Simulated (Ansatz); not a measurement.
# AgF (model cell, started as NiAs type) under biaxial strain, part 2 of 2

How do the modes of AgF (model cell, started as NiAs type) change when it is clamped to substrates of other lattice constants?

Ansatz 0.2.0; DFT PBEsol, scalar-relativistic, plane waves, PAW.

So far, lowest optical zone-centre mode (cm⁻¹): step 5 (modes under strain, biaxial strain 0 %) -27.2; step 9 (biaxial strain -2 %) -36.2.

The structure was built from a prototype and need not be the compound's stable phase.

## 10. Relaxing under biaxial strain, biaxial strain 2 %

The plane of a and b is stretched by 2 % and clamped, as on a substrate, and the third edge and the atoms relax.

input.yaml reads:

```yaml
crystal:
  lattice:
    - [3.0981421837, 2.6289e-06, 0.0]
    - [-1.5490733685, 2.6830685212, 0.0]
    - [0.0, 0.0, 6.8643533922]
  atoms:
    - { symbol: Ag, position: [0.0, 0.0, 0.0] }
    - { symbol: Ag, position: [0.0, 0.0, 0.5] }
    - { symbol: F, position: [0.3333333333, 0.6666666667, 0.25] }
    - { symbol: F, position: [0.6666666667, 0.3333333333, 0.75] }
kpoints:
  mp_grid: { grid: [15, 15, 6] }
hamiltonian:
  xc: pbesol
scf:
  occupations: { method: methfessel_paxton, width: 0.15 }
output:
  forces: true
  stress: true
  eigenvalues: true
  write_density: true
  write_potential: true
  elf: true
  volumetric_format: npy
relax:
  adjacent_minimum: "off"
  f_tol: 0.001
  max_steps: 60
  cell: { stress_tol: 0.02, fix: [a, b, gamma] }
```

On the command line:

```bash
$ ansatz run input.yaml --threads 8 --pin off --max-ram 14336MiB --backend cpu --events-out ev --progress --plain --runs-dir out
```

Run time: 36 s. Hardware: 8 threads of Arm Neoverse N1, shared host; peak memory 0.53 GiB.

Step by step:

| step | energy less that of the first step (eV) | largest force component (eV/Å) | pressure (GPa) | volume (Å³) |
| --- | --- | --- | --- | --- |
| 1 | 0.0000 | 0.0000 | -2.65 | 57.06 |
| 2 | -0.0139 | 0.0000 | -0.50 | 55.98 |
| 3 | -0.0138 | 0.0000 | -0.54 | 55.99 |
| 4* | -0.0112 | 0.0000 | -0.63 | 55.99 |
| 5 | -0.0114 | 0.0000 | -0.53 | 55.94 |
| 6* | -0.0112 | 0.0000 | -0.53 | 55.94 |

Relaxation steps marked * repeat the geometry before them on a plane-wave basis chosen anew for their cell, so energy and pressure can jump there.

Forces are held to the 24 operations that the run works with; a distortion that breaks them can't arise in this run.

| conventional cell, symmetrised | before | after | change |
| --- | --- | --- | --- |
| a (Å) | 3.098 | 3.098 | +0.0 % |
| b (Å) | 3.098 | 3.098 | +0.0 % |
| c (Å) | 6.864 | 6.730 | -2.0 % |
| volume (Å³/atom) | 14.27 | 13.99 | -2.0 % |

Final coordinates:

```xyz
4
Lattice="3.0981 0.0000 0.0000 -1.5491 2.6831 0.0000 0.0000 0.0000 6.7300" Properties=species:S:1:pos:R:3 pbc="T T T"
Ag    0.0000    0.0000    0.0000
Ag    0.0000    0.0000    3.3650
F     0.0000    1.7887    1.6825
F     1.5491    0.8944    5.0475
```

The clamped plane carries a mean stress of -0.79 GPa, while the normal stress is relaxed to -0.01 GPa.

## 11. Modes under strain, biaxial strain 2 %

input.yaml, the sections that differ from step 10:

```yaml
crystal:
  lattice:
    - [3.0981421837, 2.6289e-06, 0.0]
    - [-1.5490733685, 2.6830685212, 0.0]
    - [0.0, 0.0, 6.7299833107]
  atoms:
    - { symbol: Ag, position: [0.0, 0.0, 0.0] }
    - { symbol: Ag, position: [0.0, 0.0, 0.5] }
    - { symbol: F, position: [0.3333333333, 0.6666666667, 0.25] }
    - { symbol: F, position: [0.6666666667, 0.3333333333, 0.75] }
output:
  eigenvalues: true
phonons:
  method: dfpt
# kpoints, hamiltonian, scf: as in step 10
# relax: removed
```

Run time: 2.6 min. Hardware: 8 threads; peak memory 1.9 GiB; 9.2 min of CPU time.

At this strain the lowest optical mode is real, 13.5 cm⁻¹, and the highest optical one lies at 302 cm⁻¹.

For the lowest optical zone-centre mode, step 5 gave -27.2 cm⁻¹; this run, with biaxial strain 2 %, gives 13.5 cm⁻¹.

## 12. Relaxing under biaxial strain, biaxial strain 4 %

The plane of a and b is stretched by 4 % and clamped, as on a substrate, and the third edge and the atoms relax.

Changes to input.yaml since step 11:

```diff
@@ -2,5 +2,5 @@
   lattice:
-    - [3.0981421837, 2.6289e-06, 0.0]
-    - [-1.5490733685, 2.6830685212, 0.0]
-    - [0.0, 0.0, 6.7299833107]
+    - [3.1588900697, 2.6804e-06, 0.0]
+    - [-1.5794473562, 2.7356777079, 0.0]
+    - [0.0, 0.0, 6.8643533922]
   atoms:
@@ -17,4 +17,9 @@
 output:
+  forces: true
+  stress: true
   eigenvalues: true
-phonons:
-  method: dfpt
+relax:
+  adjacent_minimum: "off"
+  f_tol: 0.001
+  max_steps: 60
+  cell: { stress_tol: 0.02, fix: [a, b, gamma] }
```

Wall time 35 s (8 threads); peak memory 0.53 GiB.

Relaxation path:

| step | energy less that of the first step (eV) | largest force component (eV/Å) | pressure (GPa) | volume (Å³) |
| --- | --- | --- | --- | --- |
| 1 | 0.0000 | 0.0000 | -4.73 | 59.32 |
| 2 | -0.0494 | 0.0000 | -0.76 | 56.98 |
| 3 | -0.0494 | 0.0000 | -0.78 | 56.99 |
| 4* | -0.0447 | 0.0000 | -0.95 | 56.99 |
| 5 | -0.0451 | 0.0000 | -0.75 | 56.89 |
| 6* | -0.0448 | 0.0000 | -0.76 | 56.89 |

Relaxation steps marked * repeat the geometry before them on a plane-wave basis chosen anew for their cell, so energy and pressure can jump there.

The run keeps the 24 symmetry operations that it works with, so distortions that break them were not tested.

| conventional cell, symmetrised | before | after | change |
| --- | --- | --- | --- |
| a (Å) | 3.159 | 3.159 | +0.0 % |
| b (Å) | 3.159 | 3.159 | +0.0 % |
| c (Å) | 6.864 | 6.583 | -4.1 % |
| volume (Å³/atom) | 14.83 | 14.22 | -4.1 % |

The clamped plane carries a mean stress of -1.14 GPa, while the normal stress is relaxed to -0.01 GPa.

## 13. The series together

Times are for 8 threads of Arm Neoverse N1, shared host. Results by setting:

| no. | biaxial strain (%) | third cell edge (Å) | mean stress in the plane (compression positive) (GPa) | gap on the k-mesh (eV) | time | memory (GiB) |
| --- | --- | --- | --- | --- | --- | --- |
| 1 | -4 | 7.1 | 3.471 | 0 | 40 s | 0.51 |
| 2 | -2 | 6.987 | 1.365 | 0 | 33 s | 0.52 |
| 3 | 2 | 6.73 | -0.794 | 0 | 36 s | 0.53 |
| 4 | 4 | 6.583 | -1.136 | 0 | 35 s | 0.53 |

## 14. Modes under strain, biaxial strain 4 %

input.yaml, the sections that differ from step 12:

```yaml
crystal:
  lattice:
    - [3.1588900697, 2.6804e-06, 0.0]
    - [-1.5794473562, 2.7356777079, 0.0]
    - [0.0, 0.0, 6.5827393031]
  atoms:
    - { symbol: Ag, position: [0.0, 0.0, 0.0] }
    - { symbol: Ag, position: [0.0, 0.0, 0.5] }
    - { symbol: F, position: [0.3333333333, 0.6666666667, 0.25] }
    - { symbol: F, position: [0.6666666667, 0.3333333333, 0.75] }
output:
  eigenvalues: true
phonons:
  method: dfpt
# kpoints, hamiltonian, scf: as in step 12
# relax: removed
```

It took 2.3 min on 8 threads; peak memory 2 GiB; 9.1 min of CPU time.

Patterns of degenerate modes are one choice out of their space. The modes at Γ (shares of kinetic energy by element, %):

| mode | frequency (cm⁻¹) | symmetry | Ag % | F % |
| --- | --- | --- | --- | --- |
| 1 | 0.0 | acoustic | 85 | 15 |
| 2 | 0.0 | acoustic | 85 | 15 |
| 3 | 0.0 | acoustic | 85 | 15 |
| 4 | 37.5 | E2g | 0 | 100 |
| 5 | 37.5 | E2g | 0 | 100 |
| 6 | 47.1 | E2u | 100 | 0 |
| 7 | 47.1 | E2u | 100 | 0 |
| 8 | 138.4 | E1u | 15 | 85 |
| 9 | 138.4 | E1u | 15 | 85 |
| 10 | 152.9 | B2u | 100 | 0 |
| 11 | 238.0 | A2u | 15 | 85 |
| 12 | 290.7 | B1g | 0 | 100 |

Displacements in mode 5 (37.5 cm⁻¹), the largest set to 1:
```
Ag1  0.00  0.00  0.00
Ag2  0.00  0.00  0.00
F3   0.14 -1.00  0.00
F4  -0.14  1.00  0.00
```

Displacements in mode 8 (138.4 cm⁻¹), the largest set to 1:
```
Ag1  0.00 -0.18  0.00
Ag2  0.00 -0.18  0.00
F3   0.00  1.00  0.00
F4   0.00  1.00  0.00
```

At this strain the lowest optical mode is real, 37.5 cm⁻¹, and the highest optical one lies at 291 cm⁻¹.

Between step 5 and this run (biaxial strain 4 %) the value for the lowest optical zone-centre mode moves from -27.2 cm⁻¹ to 37.5 cm⁻¹.

## 15. The series together

Times are for 8 threads of Arm Neoverse N1, shared host. The runs compared:

| no. | biaxial strain (%) | lowest optical zone-centre mode (cm⁻¹) | highest optical mode at the zone centre (no LO-TO term) (cm⁻¹) | time | memory (GiB) |
| --- | --- | --- | --- | --- | --- |
| 1 | -4 | -39.47 | 337.9 | 2.3 min | 1.8 |
| 2 | -2 | -36.18 | 325.7 | 2.3 min | 1.9 |
| 3 | 0 | -27.17 | 313.6 | 2.5 min | 1.9 |
| 4 | 2 | 13.46 | 302.0 | 2.6 min | 1.9 |
| 5 | 4 | 37.53 | 290.7 | 2.3 min | 2.0 |

## 16. Summary of results

```yaml
lowest_optical_mode_at_minus_4_strain: -39.5 cm⁻¹
lowest_optical_mode_at_minus_2_strain: -36.2 cm⁻¹
lowest_optical_mode_at_0_strain: -27.2 cm⁻¹
lowest_optical_mode_at_2_strain: 13.5 cm⁻¹
lowest_optical_mode_at_4_strain: 37.5 cm⁻¹
```

In words: From -4 % to 4 % strain the lowest optical mode goes from -39 to 38 cm⁻¹ (negative means imaginary). A zone-centre mode is imaginary at -4 %, -2 % and 0 % strain, where the symmetry kept in the relaxation would break. The plane of a and b is clamped, as on a substrate, and only the zone centre was solved. With no gap, or one that is small against the smearing, the frequencies hang on the k mesh and the smearing, most of all near Kohn anomalies. A semilocal functional can close a gap that the real compound would have, so the metallic treatment may be an artefact of the level. An optical mode within 15 cm⁻¹ of zero is at the mercy of small errors in the force constants, and even its sign is uncertain. The starting cell was built on a prototype and not taken from a measurement, so the phase need not exist.

[Logs are printed without paths, hosts, clocks, repeated set-up lines and the standing remarks that a program may print on its own settings, such as how far it seeks lower states.]

[Hosts, paths, dates, database ids (printed as entryN), source tags and the programs' standing remarks are cut or masked in the printed files.]
